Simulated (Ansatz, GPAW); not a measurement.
# hexatriene-1,6-dithiol between two Ni chains: relaxation, then transmission at several levels, part 3 of 4

Wanted: T(E) of hexatriene-1,6-dithiol between two Ni chains at a relaxed geometry in two programs, beside the unrelaxed structure.

GPAW 26.7.0 and Ansatz 0.2.0; Ansatz plane waves; relaxation of the junction with the lead ends held; PAW set soft_1 (the session's first sound run).

So far, conductance (G₀): step 3 (plane-wave reference (PBE)) 0.770.

## 4. GPAW, dzp

Localised orbitals split the wire into layers that couple to their neighbours alone, which is what the Green's function method needs; double zeta with polarisation is the usual level for numbers.

This step: GPAW LCAO, PAW setups; Landauer transmission from Green's functions with principal layers (ASE), zero bias (GPAW 26.7.0).

The input, run.py:

```python
import json
import numpy as np
from ase import Atoms
from ase.transport.calculators import TransportCalculator
from gpaw import GPAW, FermiDirac
from gpaw.lcao.tools import get_lcao_hamiltonian
from scipy.linalg import eigh

# The junction with lead layers at both ends, along the third cell vector
device = Atoms(
    ['Ni', 'Ni', 'Ni', 'Ni', 'Ni', 'Ni', 'Ni', 'Ni', 'S', 'C', 'H', 'H', 'C', 'C', 'H', 'H', 'C', 'C', 'H', 'H', 'C', 'S', 'Ni', 'Ni', 'Ni', 'Ni', 'Ni', 'Ni', 'Ni', 'Ni'],
    positions=[
        [6.04302, 4.50000, 1.08000],
        [6.04302, 4.50000, 3.24000],
        [6.04302, 4.50000, 5.40000],
        [6.04302, 4.50000, 7.56000],
        [6.04302, 4.50000, 9.72000],
        [6.04302, 4.50000, 11.88000],
        [4.91415, 5.36968, 13.54277],
        [5.62844, 4.53127, 15.44665],
        [4.27447, 4.25637, 17.01337],
        [4.53018, 4.43637, 18.69980],
        [6.64679, 4.39430, 19.08197],
        [3.56058, 4.49947, 19.20920],
        [5.64810, 4.45318, 19.52416],
        [5.52103, 4.51580, 20.93173],
        [7.58787, 4.43150, 21.45146],
        [4.50197, 4.57727, 21.32985],
        [6.56877, 4.49268, 21.84954],
        [6.44157, 4.55515, 23.25711],
        [8.52908, 4.51012, 23.57256],
        [5.44281, 4.61400, 23.69916],
        [7.55934, 4.57255, 24.08166],
        [7.81410, 4.75333, 25.76810],
        [6.46025, 4.47503, 27.33396],
        [7.17692, 3.63820, 29.23777],
        [6.04302, 4.50000, 30.90136],
        [6.04302, 4.50000, 33.06136],
        [6.04302, 4.50000, 35.22136],
        [6.04302, 4.50000, 37.38136],
        [6.04302, 4.50000, 39.54136],
        [6.04302, 4.50000, 41.70136]],
    cell=[[12.08605, 0.0, 0.0], [0.0, 9.0, 0.0], [0.0, 0.0, 42.78136]],
    pbc=True,
    magmoms=[1.0, 1.0, 1.0, 1.0, 1.0, 1.0, 1.0, 1.0, 0.0, 0.0, 0.0, 0.0, 0.0, 0.0, 0.0, 0.0, 0.0, 0.0, 0.0, 0.0, 0.0, 0.0, 1.0, 1.0, 1.0, 1.0, 1.0, 1.0, 1.0, 1.0])

# One principal layer of the lead: the first 5 atoms of the device
lead = Atoms(
    ['Ni', 'Ni', 'Ni', 'Ni', 'Ni'],
    positions=[
        [6.04302, 4.50000, 1.08000],
        [6.04302, 4.50000, 3.24000],
        [6.04302, 4.50000, 5.40000],
        [6.04302, 4.50000, 7.56000],
        [6.04302, 4.50000, 9.72000]],
    cell=[[12.08605, 0.0, 0.0], [0.0, 9.0, 0.0], [0.0, 0.0, 10.8]],
    pbc=True,
    magmoms=[1.0, 1.0, 1.0, 1.0, 1.0])

settings = dict(mode='lcao', basis='dzp', xc='PBE', h=0.18,
                occupations=FermiDirac(0.1), maxiter=250,
                mixer=dict(beta=0.05, nmaxold=8, weight=100.0),
                convergence=dict(density=0.0001))
energies = np.arange(-2, 2 + 1e-9, 0.025)
eta = 0.0001
n1, n2 = 1, 1
# k and -k transmit alike, so half of the mesh across the current serves
mesh = [(i, j) for i in range(n1) for j in range(n2) if (i, j) <= (-i % n1, -j % n2)]
weights = np.array([1 if (i, j) == (-i % n1, -j % n2) else 2 for i, j in mesh]) / (n1 * n2)

# [... helper functions left out ...]
fermi_lead = ground_state(lead, (1, 1, 11), 'lead.txt')
fermi_device = ground_state(device, (1, 1, 2), 'device.txt')
# [... loop over the mesh left out, but for ...]
        # Shift the lead onto the potential of the device's first layer
        shift = ((H[:, 0, 0] - H0[:, 0, 0]) / S0[0, 0]).real.mean()
# [...]
kT = 8.617333e-5 * 300
bias = [0.1, 0.2, 0.5, 1.0, 1.5, 2.0]
# [... integrals and printing left out ...]
```

Started as:

```
> OMP_NUM_THREADS=1 OPENBLAS_NUM_THREADS=1 python run.py
```

Log:

```text
basis functions: device 566, principal layer 135
Fermi level: lead -3.7183 eV, device -3.5294 eV; lead shifted by 0.0006 eV
largest coupling past the next layer 1.00e-05 eV, largest misfit of the first layer 0.101 eV
  E-E_F (eV)   T up        T down      [channel counts left out]
    -2.000    7.2649e-01  2.5896e-01
    -1.975    7.6722e-01  3.4536e-01
    -1.950    7.8455e-01  4.4978e-01
    -1.925    7.6737e-01  4.2834e-01
    -1.900    7.0403e-01  7.2236e-02
    -1.875    5.9008e-01  2.7049e-02
    -1.850    4.4504e-01  2.4550e-02
    -1.825    3.0780e-01  2.0447e-02
    -1.800    2.0460e-01  1.7080e-02
    -1.775    1.3709e-01  1.4549e-02
    -1.750    9.5588e-02  1.2840e-02
    -1.725    7.0511e-02  1.1605e-02
    -1.700    5.5359e-02  1.0738e-02
    -1.675    4.6315e-02  1.0115e-02
    -1.650    4.1308e-02  9.6286e-03
    -1.625    3.9446e-02  9.1858e-03
[...]
1.825    9.8763e-01  2.9020e-01
     1.850    7.1579e-01  5.8307e-01
     1.875    4.2686e-01  9.5042e-01
     1.900    2.6141e-01  8.8061e-01
     1.925    1.7106e-01  5.4677e-01
     1.950    1.1656e-01  3.2696e-01
     1.975    1.4511e-01  2.0939e-01
     2.000    1.9080e-01  1.4393e-01
conductance at 300 K: 0.67427 G0 a cell; thermopower 21.74 uV/K
current from the zero-bias T(E) at 0.1 V: 5.2626 uA
current from the zero-bias T(E) at 0.2 V: 10.519 uA
current from the zero-bias T(E) at 0.5 V: 22.719 uA
current from the zero-bias T(E) at 1.0 V: 33.651 uA
current from the zero-bias T(E) at 1.5 V: 36.173 uA
current from the zero-bias T(E) at 2.0 V: 47.054 uA
```

Elapsed: 45 min, on 1 thread of Arm Neoverse N1, shared host; peak memory 3.3 GiB.

This step gave:

| Property | Result |
| --- | --- |
| conductance | 0.6743 G₀ |
| largest coupling past the next principal layer | 1.00e-5 eV |
| largest misfit of the first principal layer | 0.1009 eV |
| shift that aligns the lead | 5.91e-4 eV |
| basis functions of the junction | 566 |
| basis functions of a principal layer | 135 |
| transmission at the Fermi level, spin up | 0.5006 |
| transmission at the Fermi level, spin down | 0.7771 |

Each spin. Table of transmission, zone mean by energy, zero at the Fermi level:

| energy (eV) | T, spin up | T, spin down |
| --- | --- | --- |
| -2.000 | 0.726 | 0.259 |
| -1.900 | 0.704 | 0.0722 |
| -1.800 | 0.205 | 0.0171 |
| -1.700 | 0.0554 | 0.0107 |
| -1.600 | 0.0413 | 0.00870 |
| -1.500 | 0.774 | 0.00594 |
| -1.475 | 0.880 | 0.00539 |
| -1.400 | 0.145 | 0.00541 |
| -1.300 | 0.0942 | 0.0100 |
| -1.200 | 0.145 | 0.0602 |
| -1.100 | 0.0991 | 0.966 |
| -1.025 | 0.609 | 0.992 |
| -1.000 | 0.791 | 0.928 |
| -0.975 | 0.979 | 0.779 |
| -0.900 | 0.107 | 0.455 |
| -0.850 | 0.811 | 0.872 |
| -0.800 | 0.172 | 0.655 |
| -0.700 | 0.00981 | 0.0942 |
| -0.600 | 0.0165 | 0.0498 |
| -0.500 | 0.0316 | 0.0741 |
| -0.400 | 0.0545 | 0.260 |
| -0.300 | 0.104 | 0.656 |
| -0.200 | 0.257 | 0.991 |
| -0.100 | 0.865 | 0.831 |
| -0.075 | 0.994 | 0.815 |
| 0.000 | 0.501 | 0.777 |
| 0.100 | 0.143 | 0.933 |
| 0.200 | 0.0609 | 0.578 |
| 0.300 | 0.0331 | 0.759 |
| 0.400 | 0.0209 | 0.741 |
| 0.500 | 0.0148 | 0.197 |
| 0.600 | 0.0113 | 0.0873 |
| 0.700 | 0.00934 | 0.0757 |
| 0.800 | 0.00823 | 0.0441 |
| 0.900 | 0.00773 | 0.0287 |
| 1.000 | 0.00775 | 0.0213 |
| 1.100 | 0.00834 | 0.0178 |
| 1.200 | 0.00973 | 0.0167 |
| 1.300 | 0.0126 | 0.0177 |
| 1.400 | 0.0192 | 0.0213 |
| 1.500 | 0.0515 | 0.0305 |
| 1.600 | 0.0234 | 0.0581 |
| 1.700 | 0.111 | 0.386 |
| 1.800 | 0.819 | 0.137 |
| 1.825 | 0.988 | 0.290 |
| 1.900 | 0.261 | 0.881 |
| 2.000 | 0.191 | 0.144 |

Not self-consistent under bias; the bias window is split evenly. Current through one cell, from the zero-bias transmission against bias:

| bias (V) | current through one cell, from the zero-bias transmission (μA) |
| --- | --- |
| 0.100 | 5.26 |
| 0.200 | 10.5 |
| 0.500 | 22.7 |
| 1.000 | 33.7 |
| 1.500 | 36.2 |
| 2.000 | 47.1 |

The transmission of the three most open eigenchannels by energy, zero at the Fermi level:

| energy (eV) | channel 1 up | channel 2 up | channel 3 up | channel 1 down | channel 2 down | channel 3 down |
| --- | --- | --- | --- | --- | --- | --- |
| -2.000 | 0.726 | 2.3e-4 | 5.7e-7 | 0.259 | 0 | 0 |
| -1.800 | 0.204 | 1.6e-4 | 1.2e-6 | 0.0171 | 2.1e-5 | 2.2e-11 |
| -1.600 | 0.0408 | 5.3e-4 | 1.9e-6 | 0.00855 | 1.5e-4 | 1.2e-9 |
| -1.400 | 0.144 | 0.00139 | 3.4e-6 | 0.00506 | 3.5e-4 | 2.0e-8 |
| -1.200 | 0.143 | 0.00201 | 8.9e-6 | 0.0600 | 2.3e-4 | 1.4e-7 |
| -1.000 | 0.791 | 3.5e-4 | 2.2e-5 | 0.928 | 6.5e-4 | 8.8e-7 |
| -0.800 | 0.172 | 4.7e-5 | 3.1e-8 | 0.652 | 0.00249 | 1.9e-7 |
| -0.600 | 0.0165 | 0 | 0 | 0.0475 | 0.00223 | 2.8e-6 |
| -0.400 | 0.0545 | 0 | 0 | 0.259 | 5.9e-4 | 1.7e-6 |
| -0.200 | 0.257 | 0 | 0 | 0.991 | 5.4e-5 | 1.1e-6 |
| 0.000 | 0.501 | 0 | 0 | 0.777 | 3.4e-6 | 2.3e-7 |
| 0.200 | 0.0609 | 0 | 0 | 0.578 | 2.3e-5 | 1.1e-7 |
| 0.400 | 0.0209 | 0 | 0 | 0.741 | 9.9e-6 | 5.9e-8 |
| 0.600 | 0.0113 | 0 | 0 | 0.0873 | 1.6e-6 | 2.1e-8 |
| 0.800 | 0.00823 | 0 | 0 | 0.0441 | 0 | 0 |
| 1.000 | 0.00775 | 0 | 0 | 0.0213 | 0 | 0 |
| 1.200 | 0.00973 | 0 | 0 | 0.0167 | 0 | 0 |
| 1.400 | 0.0192 | 0 | 0 | 0.0213 | 0 | 0 |
| 1.600 | 0.0234 | 0 | 0 | 0.0581 | 0 | 0 |
| 1.800 | 0.819 | 0 | 0 | 0.137 | 0 | 0 |
| 2.000 | 0.191 | 6.7e-5 | 6.5e-8 | 0.144 | 0 | 0 |

Site moment by element, in μB:

| element | atoms | mean | spread (r.m.s.) | least | largest |
| --- | --- | --- | --- | --- | --- |
| Ni | 16 | 1.13 | 0.11 | 0.87 | 1.21 |
| S | 2 | 0.03 | 0.00 | 0.03 | 0.03 |
| C | 6 | 0.00 | 0.00 | 0.00 | 0.01 |
| H | 6 | 0.00 | 0.00 | 0.00 | 0.00 |

The atoms farthest from the mean of their element:

| atom | x, y, z (Å) | site moment (μB) |
| --- | --- | --- |
| Ni23 | 6.46, 4.48, 27.33 | 0.87 |
| Ni8 | 5.63, 4.53, 15.45 | 0.87 |
| Ni26 | 6.04, 4.50, 33.06 | 1.21 |
| Ni5 | 6.04, 4.50, 9.72 | 1.21 |
| Ni7 | 4.91, 5.37, 13.54 | 1.06 |
| Ni24 | 7.18, 3.64, 29.24 | 1.06 |
| Ni2 | 6.04, 4.50, 3.24 | 1.21 |
| Ni29 | 6.04, 4.50, 39.54 | 1.21 |

At the Fermi level T is 0.639 against 0.840 in plane waves. Couplings past the next layer reach 1.0e-5 eV, small enough to drop; the matrix elements of the cell's first layer differ from the bulk lead's by up to 0.10 eV. That layer keeps its own values in the calculation, and only beyond it is the lead taken as perfect. The Fermi levels of lead and junction count from different zeros of potential, one for each periodic cell; with both set to zero, the small remaining shift is what aligns them. By hand: G = 0.6743 × 77.48 μS = 52.2 μS, a resistance of 19.1 kΩ; at 0.1 V a linear junction would pass 5.22 μA, and the integral over the bias window gives 5.26 μA.

## 5. GPAW, szp: basis = "szp(dzp)"

The second zeta is dropped, the polarisation orbitals stay.

run.py: that of step 4 with these lines changed.

```diff
@@ -59,3 +59,3 @@
 
-settings = dict(mode='lcao', basis='dzp', xc='PBE', h=0.18,
+settings = dict(mode='lcao', basis='szp(dzp)', xc='PBE', h=0.18,
                 occupations=FermiDirac(0.1), maxiter=250,
```

Log:

```text
basis functions: device 336, principal layer 75
Fermi level: lead -3.3627 eV, device -3.4275 eV; lead shifted by -0.0492 eV
largest coupling past the next layer 1.01e-05 eV, largest misfit of the first layer 0.498 eV
  E-E_F (eV)   T up        T down      [channel counts left out]
    -2.000    7.8955e-01  2.3805e-01
    -1.975    6.3287e-01  1.5590e-01
    -1.950    3.5519e-01  7.2051e-02
[...]
1.975    1.2697e-01  1.7988e-01
     2.000    1.2335e-01  1.7105e-01
conductance at 300 K: 0.45287 G0 a cell; thermopower 4.425 uV/K
current from the zero-bias T(E) at 0.1 V: 3.5786 uA
current from the zero-bias T(E) at 0.2 V: 7.3156 uA
current from the zero-bias T(E) at 0.5 V: 17.116 uA
current from the zero-bias T(E) at 1.0 V: 29.287 uA
current from the zero-bias T(E) at 1.5 V: 31.641 uA
current from the zero-bias T(E) at 2.0 V: 40.459 uA
```

Run time: 66 min. Hardware: 1 thread; peak memory 3.2 GiB.

Numbers from this step:

* conductance: 0.4529 G₀
* largest coupling past the next principal layer: 1.01e-5 eV
* largest misfit of the first principal layer: 0.4977 eV
* shift that aligns the lead: -0.04918 eV
* basis functions of the junction: 336
* basis functions of a principal layer: 75
* transmission at the Fermi level, spin up: 0.05518
* transmission at the Fermi level, spin down: 0.7200

The conductance, 0.453 G₀, lies 33 % below that of the dzp run. The first layer now differs from the lead by 0.50 eV after a shift of -0.049 eV, a far poorer match of lead and junction than at the start, whatever the conductance shows.

## 6. Minimal basis

The minimal basis is the cheapest rung: no second zeta and no polarisation.

run.py: that of step 5 with these lines changed.

```diff
@@ -59,3 +59,3 @@
 
-settings = dict(mode='lcao', basis='szp(dzp)', xc='PBE', h=0.18,
+settings = dict(mode='lcao', basis='sz(dzp)', xc='PBE', h=0.18,
                 occupations=FermiDirac(0.1), maxiter=250,
```

Log:

```text
basis functions: device 230, principal layer 60
Fermi level: lead -3.4133 eV, device -3.5206 eV; lead shifted by -0.0384 eV
largest coupling past the next layer 1.02e-05 eV, largest misfit of the first layer 0.548 eV
  E-E_F (eV)   T up        T down      [channel counts left out]
    -2.000    4.3421e-01  2.3164e-02
    -1.975    3.8244e-01  8.6510e-03
    -1.950    3.3165e-01  1.2150e-03
[...]
1.975    9.4343e-02  1.3120e-01
     2.000    9.2266e-02  1.2662e-01
conductance at 300 K: 0.36025 G0 a cell; thermopower -47.19 uV/K
current from the zero-bias T(E) at 0.1 V: 2.7293 uA
current from the zero-bias T(E) at 0.2 V: 5.2019 uA
current from the zero-bias T(E) at 0.5 V: 10.619 uA
current from the zero-bias T(E) at 1.0 V: 21.129 uA
current from the zero-bias T(E) at 1.5 V: 25.331 uA
current from the zero-bias T(E) at 2.0 V: 31.353 uA
```

Elapsed: 50 min, on 1 thread; peak memory 3.1 GiB.

This step gave:

```
conductance                                    : 0.3602 G₀
largest coupling past the next principal layer : 1.02e-5 eV
largest misfit of the first principal layer    : 0.5476 eV
shift that aligns the lead                     : -0.03842 eV
basis functions of the junction                : 230
basis functions of a principal layer           : 60
transmission at the Fermi level, spin up       : 0.01407
transmission at the Fermi level, spin down     : 0.7757
```

Each spin. Transmission, zone mean against energy, zero at the Fermi level:

| energy (eV) | T, spin up | T, spin down |
| --- | --- | --- |
| -2.000 | 0.434 | 0.0232 |
| -1.900 | 0.554 | 0.00124 |
| -1.850 | 0.992 | 0.00126 |
| -1.800 | 0.292 | 0.00152 |
| -1.700 | 0.0189 | 0.00167 |
| -1.600 | 0.0142 | 0.00222 |
| -1.500 | 0.234 | 0.00638 |
| -1.400 | 0.965 | 0.0148 |
| -1.300 | 0.202 | 0.0490 |
| -1.250 | 0.882 | 0.160 |
| -1.200 | 0.0792 | 0.812 |
| -1.100 | 0.192 | 0.694 |
| -1.000 | 0.144 | 0.956 |
| -0.975 | 0.120 | 0.995 |
| -0.900 | 0.0783 | 0.961 |
| -0.800 | 0.0174 | 0.0229 |
| -0.700 | 0.0641 | 0.00146 |
| -0.600 | 0.228 | 0.00182 |
| -0.500 | 0.844 | 0.00175 |
| -0.475 | 0.992 | 0.00110 |
| -0.400 | 0.454 | 0.0123 |
| -0.300 | 0.113 | 0.0647 |
| -0.200 | 0.0445 | 0.110 |
| -0.100 | 0.0230 | 0.231 |
| 0.000 | 0.0141 | 0.776 |
| 0.100 | 0.00976 | 0.909 |
| 0.200 | 0.00744 | 0.574 |
| 0.300 | 0.00615 | 0.566 |
| 0.400 | 0.00545 | 0.911 |
| 0.500 | 0.00515 | 0.265 |
| 0.600 | 0.00521 | 0.151 |
| 0.700 | 0.00563 | 0.0972 |
| 0.800 | 0.00661 | 0.0524 |
| 0.900 | 0.00886 | 0.0371 |
| 1.000 | 0.00815 | 0.0331 |
| 1.100 | 0.0168 | 0.0378 |
| 1.200 | 0.0364 | 0.100 |
| 1.300 | 0.207 | 0.0476 |
| 1.400 | 0.972 | 0.259 |
| 1.425 | 0.972 | 0.409 |
| 1.500 | 0.533 | 0.955 |
| 1.525 | 0.427 | 0.992 |
| 1.600 | 0.250 | 0.641 |
| 1.700 | 0.158 | 0.327 |
| 1.800 | 0.120 | 0.205 |
| 1.900 | 0.102 | 0.152 |
| 2.000 | 0.0923 | 0.127 |

The conductance, 0.360 G₀, lies 47 % below that of the dzp run. The first layer now differs from the lead by 0.55 eV after a shift of -0.038 eV, a far poorer match of lead and junction than at the start, whatever the conductance shows.

## 7. revPBE in the dzp basis: xc = "revPBE"

Back in the dzp basis, the functional changes from PBE to revPBE, to set the spread between functionals beside that between bases.

run.py: that of step 6 with these lines changed.

```diff
@@ -59,3 +59,3 @@
 
-settings = dict(mode='lcao', basis='sz(dzp)', xc='PBE', h=0.18,
+settings = dict(mode='lcao', basis='dzp', xc='revPBE', h=0.18,
                 occupations=FermiDirac(0.1), maxiter=250,
```

Log:

```text
basis functions: device 566, principal layer 135
Fermi level: lead -3.5874 eV, device -3.4110 eV; lead shifted by 0.0007 eV
largest coupling past the next layer 9.86e-06 eV, largest misfit of the first layer 0.103 eV
  E-E_F (eV)   T up        T down      [channel counts left out]
    -2.000    7.7545e-01  2.3344e-01
    -1.975    8.0162e-01  3.1293e-01
    -1.950    7.9617e-01  4.1309e-01
[...]
1.975    1.3995e-01  2.4509e-01
     2.000    1.7971e-01  1.6408e-01
conductance at 300 K: 0.65167 G0 a cell; thermopower 23.92 uV/K
current from the zero-bias T(E) at 0.1 V: 5.1219 uA
current from the zero-bias T(E) at 0.2 V: 10.404 uA
current from the zero-bias T(E) at 0.5 V: 23.082 uA
current from the zero-bias T(E) at 1.0 V: 33.95 uA
current from the zero-bias T(E) at 1.5 V: 36.596 uA
current from the zero-bias T(E) at 2.0 V: 47.171 uA
```

Elapsed: 45 min, on 1 thread; peak memory 3.3 GiB.

Numbers from this step:

```
conductance                                    : 0.6517 G₀
largest coupling past the next principal layer : 9.86e-6 eV
largest misfit of the first principal layer    : 0.1030 eV
shift that aligns the lead                     : 7.37e-4 eV
basis functions of the junction                : 566
basis functions of a principal layer           : 135
transmission at the Fermi level, spin up       : 0.4131
transmission at the Fermi level, spin down     : 0.7928
```

Each spin. The transmission, zone mean by energy, zero at the Fermi level:

| energy (eV) | T, spin up | T, spin down |
| --- | --- | --- |
| -2.000 | 0.775 | 0.233 |
| -1.800 | 0.152 | 0.0170 |
| -1.600 | 0.0592 | 0.00925 |
| -1.500 | 0.940 | 0.00605 |
| -1.400 | 0.120 | 0.00489 |
| -1.200 | 0.169 | 0.0401 |
| -1.025 | 0.786 | 0.993 |
| -1.000 | 0.970 | 0.971 |
| -0.875 | 0.967 | 0.608 |
| -0.800 | 0.106 | 0.775 |
| -0.600 | 0.0176 | 0.0827 |
| -0.400 | 0.0550 | 0.263 |
| -0.200 | 0.278 | 0.993 |
| -0.075 | 0.985 | 0.872 |
| 0.000 | 0.413 | 0.793 |
| 0.200 | 0.0534 | 0.684 |
| 0.400 | 0.0191 | 0.791 |
| 0.600 | 0.0106 | 0.0938 |
| 0.800 | 0.00777 | 0.0463 |
| 1.000 | 0.00734 | 0.0217 |
| 1.200 | 0.00917 | 0.0166 |
| 1.400 | 0.0176 | 0.0205 |
| 1.600 | 0.0188 | 0.0515 |
| 1.800 | 0.693 | 0.110 |
| 1.825 | 0.985 | 0.234 |
| 2.000 | 0.180 | 0.164 |

The conductance, 0.652 G₀, lies 3.4 % below that of the dzp run.

(Part 3 of 4 ends here.)

[Logs are printed without paths, hosts, clocks, repeated set-up lines and the standing remarks that a program may print on its own settings, such as how far it seeks lower states.]

[Hosts, paths, dates, database ids (printed as entryN), source tags and the programs' standing remarks are cut or masked in the printed files.]
